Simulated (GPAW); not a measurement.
**Dielectric function and optical constants of Ba3TiO (model structure)**

Aim: the dielectric function of Ba3TiO (model structure), and the optical constants that follow from it. The structure is a model built here, which may or may not match a known phase. It was built so: All Sn replaced by Ti and Sr replaced by Ba in the Pm-3m structure of Sr3SnO. The cell given below was relaxed beforehand with Ansatz.

Program: GPAW 26.7.0. Level of theory: DFT, PBE, plane-wave PAW (GPAW data sets), scalar-relativistic, RPA, optical limit. Results are calculated unless marked as measured.

**1. The starting structure**

Symmetry: Pm-3m, No. 221, cubic system. Conventional cell: a = 5.474 Å, b = 5.474 Å, c = 5.474 Å, α = 90.00°, β = 90.00°, γ = 90.00°. Nearest to Ba lie 2 O at 2.74 Å. Ti has 12 Ba at 3.87 Å nearest. O has 6 Ba at 2.74 Å nearest. All Sn replaced by Ti and Sr replaced by Ba in the Pm-3m structure of Sr3SnO. Farther neighbours and most contacts between anions are not listed.

**2. Ground state**

First the ground state: is it a metal or has it a gap?

This step: DFT, PBE, plane-wave PAW (GPAW data sets), scalar-relativistic, ground state (GPAW 26.7.0).

Input file gs.py:

```python
from ase import Atoms
from ase.dft.bandgap import bandgap
from gpaw import GPAW, PW, FermiDirac

atoms = Atoms(['Ba', 'Ba', 'Ba', 'Ti', 'O'],
              cell=[[5.47418198, 0.00000000, 0.00000000],
                    [0.00000000, 5.47418198, 0.00000000],
                    [0.00000000, 0.00000000, 5.47418198]],
              scaled_positions=[[0.50000000, 0.50000000, 1.00000000],
                                [0.50000000, 0.00000000, 0.50000000],
                                [1.00000000, 0.50000000, 0.50000000],
                                [0.00000000, 1.00000000, 0.00000000],
                                [0.50000000, 0.50000000, 0.50000000]],
              pbc=[True, True, True])
atoms.calc = GPAW(mode=PW(500), xc='PBE', kpts={'size': (4, 4, 4), 'gamma': True},
                  occupations=FermiDirac(0.05), maxiter=150, txt='gs.txt')
print('energy (eV)', atoms.get_potential_energy())
print('Fermi level (eV)', atoms.calc.get_fermi_level())
print('valence electrons', atoms.calc.get_number_of_electrons())
print('gap (eV)', bandgap(atoms.calc, output=None)[0])
print('direct gap (eV)', bandgap(atoms.calc, direct=True, output=None)[0])
atoms.calc.write('gs.gpw')
```

Launch:

```
$ OMP_NUM_THREADS=1 python gs.py
```

Numbers of over 12 decimals in the logs are rounded to 6 here.

The program printed:

```text
__  _  _
 | _ |_)|_||  |
 |__||  | ||/\| - 26.7.0

Versions:
  Python: 3.12.14
  ASE:    3.29.0
  Numpy:  2.5.5
  Scipy:  1.18.1
  Libxc:  7.0.0

Input parameters:
  mode=PW(ecut=500.0),
  kpts=MonkhorstPack(size=(4, 4, 4), gamma=True),
  maxiter=150,
  occupations=Occupations(name='fermi-dirac', width=0.05, fixmagmom=False),
  xc=XC(name='PBE')

Diagonalizing LCAO Hamiltonian
Converting LCAO to pw mode
    .------------.
   /|            |
  / |            |
 *  |            |
 |  |            |
 | Ba    O       |
 |  |   Ba       |
 |  .------------.
 | /     Ba     /
 |/            /
 Ti-----------*

Atoms  # Å, Bohr magnetons
|   | symbol |        x |        y |        z |    initial magnetic moments |
| 0 |     Ba | 2.737091 | 2.737091 | 5.474182 | ( 0.0000,  0.0000,  0.0000) |
| 1 |     Ba | 2.737091 | 0.000000 | 2.737091 | ( 0.0000,  0.0000,  0.0000) |
| 2 |     Ba | 5.474182 | 2.737091 | 2.737091 | ( 0.0000,  0.0000,  0.0000) |
| 3 |     Ti | 0.000000 | 5.474182 | 0.000000 | ( 0.0000,  0.0000,  0.0000) |
| 4 |      O | 2.737091 | 2.737091 | 2.737091 | ( 0.0000,  0.0000,  0.0000) |

Unit cell  # Å
| periodic |        x |        y |        z |  lengths |    angles |
|      yes | 5.474182 | 0.000000 | 0.000000 | 5.474182 | 90.000000 |
|      yes | 0.000000 | 5.474182 | 0.000000 | 5.474182 | 90.000000 |
|      yes | 0.000000 | 0.000000 | 5.474182 | 5.474182 | 90.000000 |

Number of symmetries: 48
Symmetry operations  # r_c * U_cc + t_c -> r_c
|    | kind |            matrix            |
|  0 |  E   |  1, 0, 0,  0, 1, 0,  0, 0, 1 |
|  1 |  σ   |  1, 0, 0,  0, 1, 0,  0, 0,-1 |
|  2 |  σ   |  1, 0, 0,  0, 0, 1,  0, 1, 0 |
|  3 |  C4  |  1, 0, 0,  0, 0, 1,  0,-1, 0 |
|  4 |  C4  |  1, 0, 0,  0, 0,-1,  0, 1, 0 |
|  5 |  σ   |  1, 0, 0,  0, 0,-1,  0,-1, 0 |
|  6 |  σ   |  1, 0, 0,  0,-1, 0,  0, 0, 1 |
|  7 |  C2  |  1, 0, 0,  0,-1, 0,  0, 0,-1 |
|  8 |  σ   |  0, 1, 0,  1, 0, 0,  0, 0, 1 |
|  9 |  C2  |  0, 1, 0,  1, 0, 0,  0, 0,-1 |
| 10 |  C3  |  0, 1, 0,  0, 0, 1,  1, 0, 0 |
| 11 |  S6  |  0, 1, 0,  0, 0, 1, -1, 0, 0 |
| 12 |  S6  |  0, 1, 0,  0, 0,-1,  1, 0, 0 |
| 13 |  C3  |  0, 1, 0,  0, 0,-1, -1, 0, 0 |
| 14 |  C4  |  0, 1, 0, -1, 0, 0,  0, 0, 1 |
| 15 |  S4  |  0, 1, 0, -1, 0, 0,  0, 0,-1 |
| 16 |  C3  |  0, 0, 1,  1, 0, 0,  0, 1, 0 |
| 17 |  S6  |  0, 0, 1,  1, 0, 0,  0,-1, 0 |
| 18 |  σ   |  0, 0, 1,  0, 1, 0,  1, 0, 0 |
| 19 |  C4  |  0, 0, 1,  0, 1, 0, -1, 0, 0 |
| 20 |  C2  |  0, 0, 1,  0,-1, 0,  1, 0, 0 |
| 21 |  S4  |  0, 0, 1,  0,-1, 0, -1, 0, 0 |
| 22 |  S6  |  0, 0, 1, -1, 0, 0,  0, 1, 0 |
| 23 |  C3  |  0, 0, 1, -1, 0, 0,  0,-1, 0 |
| 24 |  S6  |  0, 0,-1,  1, 0, 0,  0, 1, 0 |
| 25 |  C3  |  0, 0,-1,  1, 0, 0,  0,-1, 0 |
| 26 |  C4  |  0, 0,-1,  0, 1, 0,  1, 0, 0 |
| 27 |  σ   |  0, 0,-1,  0, 1, 0, -1, 0, 0 |
| 28 |  S4  |  0, 0,-1,  0,-1, 0,  1, 0, 0 |
| 29 |  C2  |  0, 0,-1,  0,-1, 0, -1, 0, 0 |
| 30 |  C3  |  0, 0,-1, -1, 0, 0,  0, 1, 0 |
| 31 |  S6  |  0, 0,-1, -1, 0, 0,  0,-1, 0 |
| 32 |  C4  |  0,-1, 0,  1, 0, 0,  0, 0, 1 |
| 33 |  S4  |  0,-1, 0,  1, 0, 0,  0, 0,-1 |
| 34 |  S6  |  0,-1, 0,  0, 0, 1,  1, 0, 0 |
| 35 |  C3  |  0,-1, 0,  0, 0, 1, -1, 0, 0 |
| 36 |  C3  |  0,-1, 0,  0, 0,-1,  1, 0, 0 |
| 37 |  S6  |  0,-1, 0,  0, 0,-1, -1, 0, 0 |
| 38 |  σ   |  0,-1, 0, -1, 0, 0,  0, 0, 1 |
| 39 |  C2  |  0,-1, 0, -1, 0, 0,  0, 0,-1 |
| 40 |  σ   | -1, 0, 0,  0, 1, 0,  0, 0, 1 |
| 41 |  C2  | -1, 0, 0,  0, 1, 0,  0, 0,-1 |
| 42 |  C2  | -1, 0, 0,  0, 0, 1,  0, 1, 0 |
| 43 |  S4  | -1, 0, 0,  0, 0, 1,  0,-1, 0 |
| 44 |  S4  | -1, 0, 0,  0, 0,-1,  0, 1, 0 |
| 45 |  C2  | -1, 0, 0,  0, 0,-1,  0,-1, 0 |
| 46 |  C2  | -1, 0, 0,  0,-1, 0,  0, 0, 1 |
| 47 |  i   | -1, 0, 0,  0,-1, 0,  0, 0,-1 |

BZ-sampling:
  Number of BZ points: 64
  Number of IBZ points: 10

  Monkhorst-Pack size: [4, 4, 4]
  Monkhorst-Pack shift: [0.125, 0.125, 0.125]

K-points  # in reciprocal-cell coordinates
|   |                                coordinates |     weight |
| 0 | (  0.00000000,   0.00000000,   0.00000000) | 0.01562500 |
| 1 | (  0.25000000,   0.00000000,   0.00000000) | 0.09375000 |
| 2 | (  0.25000000,   0.25000000,   0.00000000) | 0.18750000 |
| 3 | (  0.25000000,   0.25000000,   0.25000000) | 0.12500000 |
| 4 | (  0.50000000,   0.00000000,   0.00000000) | 0.04687500 |
| 5 | (  0.50000000,   0.25000000,   0.00000000) | 0.18750000 |
| 6 | (  0.50000000,   0.25000000,   0.25000000) | 0.18750000 |
| 7 | (  0.50000000,   0.50000000,   0.00000000) | 0.04687500 |
| 8 | (  0.50000000,   0.50000000,   0.25000000) | 0.09375000 |
| 9 | (  0.50000000,   0.50000000,   0.50000000) | 0.01562500 |

Plane wave coefficients: 4224
Cutoff: 500.0 eV

Spin-components: 1 (collinear spins)
Bands:           32
Projectors:      29
Spin-degeneracy: 2
Datatype:        complex128

Parallelization:
  kpt:    1
  domain: 1
  band:   1

Density:
  Valence electrons: 48.0
  Components: 1
  Grid points: [30 30 30]
  Charge: 0.0  # |e|

Potential:
  Grid points: [30 30 30]

species:
  Ba:
    name:    Barium
    id:
    Z:       56.0
    valence: 10
    core:    46
    charge:  0.0  # [|e|]
    compensation charges:
      type: gauss
      rc: 0.37  # [Å]
      lmax: 2
    cutoffs:
      filter: 2.06  # [Å]
      core: 2.33  # [Å]
    projectors
    | kind |    occ | energy [eV] | rcut [Å] |
    |   5s |  2.000 |     -33.644 |    1.164 |
    |   6s |  2.000 |      -3.229 |    1.164 |
    |   5p |  6.000 |     -18.744 |    1.164 |
    |    p |        |       0.000 |    1.164 |
    |    d |        |       0.000 |    1.164 |
    |    d |        |      27.211 |    1.164 |

    Using partial waves for Ba as LCAO basis

  Ti:
    name:    Titanium
    id:
    Z:       22.0
    valence: 12
    core:    10
    charge:  0.0  # [|e|]
    compensation charges:
      type: gauss
      rc: 0.38  # [Å]
      lmax: 2
    cutoffs:
      filter: 2.23  # [Å]
      core: 1.02  # [Å]
    projectors
    | kind |    occ | energy [eV] | rcut [Å] |
    |   3s |  2.000 |     -62.623 |    1.270 |
    |   4s |  2.000 |      -4.466 |    1.270 |
    |   3p |  6.000 |     -38.862 |    1.058 |
    |   4p |  0.000 |      -1.466 |    1.058 |
    |   3d |  2.000 |      -4.258 |    1.058 |
    |    d |        |      22.953 |    1.058 |

    Using partial waves for Ti as LCAO basis

  O:
    name:    Oxygen
    id:
    Z:       8.0
    valence: 6
    core:    2
    charge:  0.0  # [|e|]
    compensation charges:
      type: gauss
      rc: 0.21  # [Å]
      lmax: 2
    cutoffs:
      filter: 1.17  # [Å]
      core: 0.83  # [Å]
    projectors
    | kind |    occ | energy [eV] | rcut [Å] |
    |   2s |  2.000 |     -23.961 |    0.688 |
    |   2p |  4.000 |      -9.029 |    0.598 |
    |    s |        |       3.251 |    0.688 |
    |    p |        |      18.182 |    0.598 |
    |    d |        |       0.000 |    0.619 |

    Using partial waves for O as LCAO basis

Reference energy: -689098.394116  # eV

eigensolver:
  PPCG
  Converge bands: occupied
  niter=2

density mixing:
  MSR1-Mixer
  Pratt-step length: 0.05
  Maximum mixing coefficient: 0.75
  Old densities: 10
  SVD Regularization: 0.005
  Good broyden scale: 1.0
  Trust region scale: 1.0
  Backstep threshold: 4.0
  History deletion threshold: 6.0
  Fourier metric: weight=20.0, sigma=0.015

occupation numbers:
  Fermi-Dirac:
    width: 0.0500  # eV

poisson solver:
  ecut: 4000.0  # eV

xc functional:
  name: PBE with 2 nearest neighbor stencil

convergence criteria:
- Maximum [total energy] change in last 3 cyles: 0.0005 eV / valence electron
- Maximum integral of absolute [dens]ity change: 0.0001 electrons / valence electron
- Maximum integral of absolute [eigenst]ate change: 4e-08 eV^2 / valence electron
maximum number of iterations: 150

SCF iterations
|iter     |      energy | eigst |  dens |
|iter:   1||  -21.260249 | +0.29 |       |
|iter:   2||  -20.873743 | -1.17 | -1.16 |
|iter:   3||  -19.787648 | -0.73 | -1.24 |
|iter:   4||  -19.586355 | -0.98 | -1.28 |
|iter:   5||  -19.389732 | -1.73 | -1.40 |
|iter:   6||  -19.352472 | -2.31 | -1.67 |
|iter:   7||  -19.350355 | -3.30 | -2.14 |
|iter:   8||  -19.351225c| -3.81 | -2.61 |
|iter:   9||  -19.351351c| -4.22 | -3.35 |
|iter:  10||  -19.351352c| -4.70 | -3.81 |
|iter:  11||  -19.351378c| -4.91 | -4.37c|
|iter:  12||  -19.351367c| -5.35 | -4.53c|
|iter:  13||  -19.351377c| -5.54 | -4.75c|
|iter:  14||  -19.351376c| -5.96 | -4.83c|
|iter:  15||  -19.351366c| -6.22 | -4.91c|
|iter:  16||  -19.351372c| -6.58 | -5.02c|
|iter:  17||  -19.351365c| -6.86 | -5.18c|
|iter:  18||  -19.351370c| -7.15 | -5.18c|
|iter:  19||  -19.351367c| -7.45c| -5.36c|

Converged in 19 steps
SCF loop duration: 72.103 s (3.795 s/step)
Energy contributions relative to reference atoms: (reference = -689098.394116)

Energy contributions:
  Kinetic:          15.507081
  Coulomb:          -5.477206
  Zero:             -0.235735
  External:          0.000000
  Xc:              -29.095663
  Entropy:          -0.099688
  Spinorbit:         0.000000
  ----------------------------
  Free energy:     -19.401211
  Extrapolated:    -19.351367

dipole moment: (-50.474627, -50.474627, -50.474627)  # |e|*Ang

Fermi level: 7.120
Eigenvalues  # (at kpt = [0.000, 0.000, 0.000])
| band index |      eig [eV] | occ [0-2] |
|          0 |       -50.289 |     2.000 |
|        ... |               |           |
|         18 |         5.056 |     2.000 |
|         19 |         5.056 |     2.000 |
|         20 |         5.056 |     2.000 |
|         21 |         6.159 |     2.000 |
|         22 |         6.159 |     2.000 |
|         23 |         6.672 |     2.000 |
|         24 |         6.672 |     2.000 |
|         25 |         6.672 |     2.000 |
|         26 |         8.589 |     0.000 |
|         27 |         9.148 |     0.000 |
|         28 |         9.148 |     0.000 |
|         29 |         9.915 |     0.000 |
|         30 |         9.915 |     0.000 |
|         31 |         9.915 |     0.000 |

No gap
No difference between direct/indirect transitions

--- standard output ---
energy (eV) -19.351367
Fermi level (eV) 7.120390
valence electrons 48.0
gap (eV) 0.0
direct gap (eV) 0.0
```

Elapsed: 76 s, on 1 thread of Arm Neoverse N1, shared host; peak memory 0.21 GiB.

This run has no spin polarisation, although Ti can carry a moment.

Numbers from this step:

| Quantity | Value |
| --- | --- |
| energy | -19.35 eV |
| Fermi energy | 7.120 eV |
| electrons | 48 |

There are states at the Fermi level within the smearing, so the occupations stay smeared and the carriers get a Drude term.

**3. Bands for the response**

At the fixed density, many empty bands are solved on the mesh of the response, since the spectrum sums over them.

This step: DFT, PBE, plane-wave PAW (GPAW data sets), scalar-relativistic, bands at fixed density (GPAW 26.7.0).

Input file nscf.py:

```python
from ase.dft.bandgap import bandgap
from gpaw import GPAW, FermiDirac

calc = GPAW('gs.gpw').fixed_density(kpts={'size': (6, 6, 6), 'gamma': True}, nbands=54, convergence={'bands': 48},
                                    occupations=FermiDirac(0.05), txt='nscf.txt')
print('gap (eV)', bandgap(calc, output=None)[0])
print('direct gap (eV)', bandgap(calc, direct=True, output=None)[0])
calc.write('full.gpw', mode='all')
```

Launch:

```
$ OMP_NUM_THREADS=1 python nscf.py
```

The program printed:

```text
Diagonalizing LCAO Hamiltonian
Converting LCAO to pw mode
convergence criteria:
- Maximum integral of absolute [eigenst]ate change: 4e-08 eV^2 / valence electron
maximum number of iterations: 150

SCF iterations
|iter     |      energy | eigst |  dens |
|iter:   1||             | +2.99 |       |
|iter:   2||             | +1.75 |       |
|iter:   3||             | +0.94 |       |
|iter:   4||             | -0.23 |       |
|iter:   5||             | -1.13 |       |
|iter:   6||             | -2.16 |       |
|iter:   7||             | -2.96 |       |
|iter:   8||             | -3.85 |       |
|iter:   9||             | -4.57 |       |
|iter:  10||             | -5.41 |       |
|iter:  11||             | -6.14 |       |
|iter:  12||             | -6.94 |       |
|iter:  13||             | -7.65c|       |
SCF steps: 13
  __  _  _
 | _ |_)|_||  |
 |__||  | ||/\| - 26.7.0

Versions:
  Python: 3.12.14
  ASE:    3.29.0
  Numpy:  2.5.5
  Scipy:  1.18.1
  Libxc:  7.0.0

Input parameters:
  mode=PW(ecut=500.0),
  convergence={'bands': 48},
  gpts=array([30, 30, 30]),
  kpts=MonkhorstPack(size=(6, 6, 6), gamma=True),
  maxiter=150,
  nbands=54,
  occupations=Occupations(name='fermi-dirac', width=0.05, fixmagmom=False),
  parallel={},
  xc=XC(name='PBE')

--- standard output ---
gap (eV) 0.0
direct gap (eV) 0.0
```

It took 2.8 min on 1 thread; peak memory 0.29 GiB.

(Continued in part 2 of 2.)

[Machine, clock and banner lines and Python warnings are left out of the logs.]

[Logs are printed without paths, hosts, clocks, repeated set-up lines and the standing remarks that a program may print on its own settings, such as how far it seeks lower states.]

[Hosts, paths, dates, database ids (printed as entryN), source tags and the programs' standing remarks are cut or masked in the printed files.]
